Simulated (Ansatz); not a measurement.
# Rb3N (model cell, started as anti-ReO3 type): the cell at rest

Aim: bring Rb3N (model cell, started as anti-ReO3 type) to small forces and stress, as phonons need.

Program: Ansatz 0.2.0. Level of theory: DFT r2SCAN, scalar-relativistic, plane waves, PAW. Results are calculated unless marked as measured.

Report form: the programs' logs are mostly left out.

The structure was built from a prototype and need not be the compound's stable phase.

### Step 1. Starting point

The structure is cubic, space group Pm-3m (No. 221). The conventional cell has a = 5.364 Å, b = 5.364 Å, c = 5.364 Å, α = 90.00°, β = 90.00°, γ = 90.00°. Nearest to N lie 6 Rb at 2.68 Å. Nearest to Rb lie 2 N at 2.68 Å. Farther neighbours and most contacts between anions are not listed.

As a file:

```cif
data_structure
_symmetry_space_group_name_H-M 'P 1'
_symmetry_Int_Tables_number 1
_cell_length_a 5.3640
_cell_length_b 5.3640
_cell_length_c 5.3640
_cell_angle_alpha 90.000
_cell_angle_beta 90.000
_cell_angle_gamma 90.000
_cell_volume 154.34
loop_
_atom_site_label
_atom_site_type_symbol
_atom_site_fract_x
_atom_site_fract_y
_atom_site_fract_z
_atom_site_occupancy
N1 N 0.00000 0.00000 0.00000 1
Rb2 Rb 0.50000 0.00000 0.00000 1
Rb3 Rb 0.00000 0.50000 0.00000 1
Rb4 Rb 0.00000 0.00000 0.50000 1
```

### Step 2. Probe on a coarse mesh

A quick single point on a coarse mesh tells whether the cell has a gap and how far it is from rest, which sets the k mesh and smearing that follow.

input.yaml

```yaml
crystal:
  lattice:
    - [5.364, 0.0, 0.0]
    - [0.0, 5.364, 0.0]
    - [0.0, 0.0, 5.364]
  atoms:
    - { symbol: "N", position: [0.0, 0.0, 0.0] }
    - { symbol: Rb, position: [0.5, 0.0, 0.0] }
    - { symbol: Rb, position: [0.0, 0.5, 0.0] }
    - { symbol: Rb, position: [0.0, 0.0, 0.5] }
kpoints:
  mp_grid: { grid: [4, 4, 4] }
hamiltonian:
  xc: r2scan
scf:
  occupations: { method: gaussian, width: 0.1 }
output:
  forces: true
  stress: true
  eigenvalues: true
```

Command:

```sh
$ ansatz run input.yaml --threads 4 --pin off --max-ram 7168MiB --backend cpu --events-out ev --progress --plain --runs-dir out
```

The job ended after 3.6 s (4 threads of Arm Neoverse N1, shared host; peak memory 0.63 GiB; 12 s of CPU time).

Numbers from this step:

| Quantity | Value |
| --- | --- |
| pressure | 4.103 GPa |
| volume per atom | 38.58 Å³ |
| gap on the k-mesh | 0 eV |

The coarse mesh shows no gap and a pressure of 4.1 GPa.

### Step 3. Relaxation, k-mesh 8×8×8

Harmonic phonons are second derivatives at a point where the forces vanish, and they are wanted at zero stress, so atoms and cell are relaxed first.

Changes to input.yaml since step 2:

```diff
@@ -11,3 +11,3 @@
 kpoints:
-  mp_grid: { grid: [4, 4, 4] }
+  mp_grid: { grid: [8, 8, 8] }
 hamiltonian:
@@ -20 +20,6 @@
   eigenvalues: true
+relax:
+  adjacent_minimum: "off"
+  f_tol: 0.005
+  max_steps: 80
+  cell: { stress_tol: 0.05 }
```

It took 66 s on 4 threads; peak memory 0.91 GiB; 4.3 min of CPU time.

Relaxation path:

| step | energy less that of the first step (eV) | largest force component (eV/Å) | pressure (GPa) | volume (Å³) |
| --- | --- | --- | --- | --- |
| 1 | 0.0000 | 0.0000 | 4.35 | 154.34 |
| 2 | -0.4164 | 0.0000 | 1.61 | 178.03 |
| 3 | -0.5214 | 0.0000 | 0.41 | 195.70 |
| 4 | -0.5303 | 0.0000 | 0.06 | 202.47 |
| 5 | -0.5304 | 0.0000 | 0.00 | 203.59 |
| 6* | -0.5419 | 0.0000 | 0.06 | 203.59 |
| 7 | -0.5421 | 0.0000 | 0.00 | 204.84 |
| 8* | -0.5422 | 0.0000 | 0.00 | 204.84 |

Relaxation steps marked * repeat the geometry before them on a plane-wave basis chosen anew for their cell, so energy and pressure can jump there.

The run keeps the 48 symmetry operations that it works with, so distortions that break them were not tested.

| conventional cell, symmetrised | before | after | change |
| --- | --- | --- | --- |
| a (Å) | 5.364 | 5.895 | +9.9 % |
| b (Å) | 5.364 | 5.895 | +9.9 % |
| c (Å) | 5.364 | 5.895 | +9.9 % |
| volume (Å³/atom) | 38.58 | 51.21 | +32.7 % |

The relaxed structure:

```
N Rb
1.0
     5.89487    0.00000    0.00000
     0.00000    5.89487    0.00000
     0.00000    0.00000    5.89487
N Rb
1 3
Direct
  0.00000 0.00000 0.00000
  0.50000 0.00000 0.00000
  0.00000 0.50000 0.00000
  0.00000 0.00000 0.50000
```

Numbers from this step:

```
pressure        : 0.003506 GPa
volume per atom : 51.21 Å³
```

In this step the volume went from 38.58 to 51.21 Å³/atom.

### Step 4. Relaxation, k-mesh 6×6×6

The relaxation is repeated from its end, on the mesh and smearing that suit the cell and gap now reached.

input.yaml, the sections that differ from step 3:

```yaml
crystal:
  lattice:
    - [5.8948725053, 0.0, 0.0]
    - [0.0, 5.8948725053, 0.0]
    - [0.0, 0.0, 5.8948725053]
  atoms:
    - { symbol: "N", position: [0.0, 0.0, 0.0] }
    - { symbol: Rb, position: [0.5, 0.0, 0.0] }
    - { symbol: Rb, position: [0.0, 0.5, 0.0] }
    - { symbol: Rb, position: [0.0, 0.0, 0.5] }
kpoints:
  mp_grid: { grid: [6, 6, 6] }
# hamiltonian, scf, output, relax: as in step 3
```

It took 14 s on 4 threads; peak memory 0.87 GiB; 52 s of CPU time.

Little changed from the start: no atom moved by 0.005 Å and no cell edge by 0.1 %.

This step gave:

```yaml
pressure: -0.01080 GPa
```

In this step the volume went from 51.21 to 51.21 Å³/atom.

### Step 5. Relaxing to small forces for the phonons

Phonons need a cell at rest on their own settings, so the relaxation is repeated with tight tolerances on forces and stress on the k mesh and occupations of the first response run.

input.yaml, the sections that differ from step 4:

```yaml
scf:
  occupations: { method: methfessel_paxton, width: 0.15 }
relax:
  adjacent_minimum: "off"
  f_tol: 0.001
  max_steps: 60
  cell: { stress_tol: 0.01 }
# crystal, kpoints, hamiltonian, output: as in step 4
```

Run time: 14 s. Hardware: 4 threads; peak memory 0.86 GiB; 53 s of CPU time.

Little changed from the start: no atom moved by 0.005 Å and no cell edge by 0.1 %.

Numbers from this step:

```
pressure : -0.006227 GPa
```

The forces vanish by symmetry and the pressure is -0.006 GPa, within the tolerances set. The cell now holds 51.21 Å³/atom.

### Step 6. Outcome

```
space group after relaxation (within 0.01 Å) : Pm-3m
lattice constant a                           : 5.895 Å
lattice constant b                           : 5.895 Å
lattice constant c                           : 5.895 Å
volume per atom                              : 51.2 Å³
```

What this shows: The forces vanish by symmetry and the pressure is -0.006 GPa, within the tolerances set. The cell now holds 51.21 Å³/atom. The relaxation keeps the symmetry of its start, so it says nothing on stability against lower symmetry. The starting cell was built on a prototype and not taken from a measurement, so the phase need not exist.

[Logs are printed without paths, hosts, clocks, repeated set-up lines and the standing remarks that a program may print on its own settings, such as how far it seeks lower states.]

[Hosts, paths, dates, database ids (printed as entryN), source tags and the programs' standing remarks are cut or masked in the printed files.]
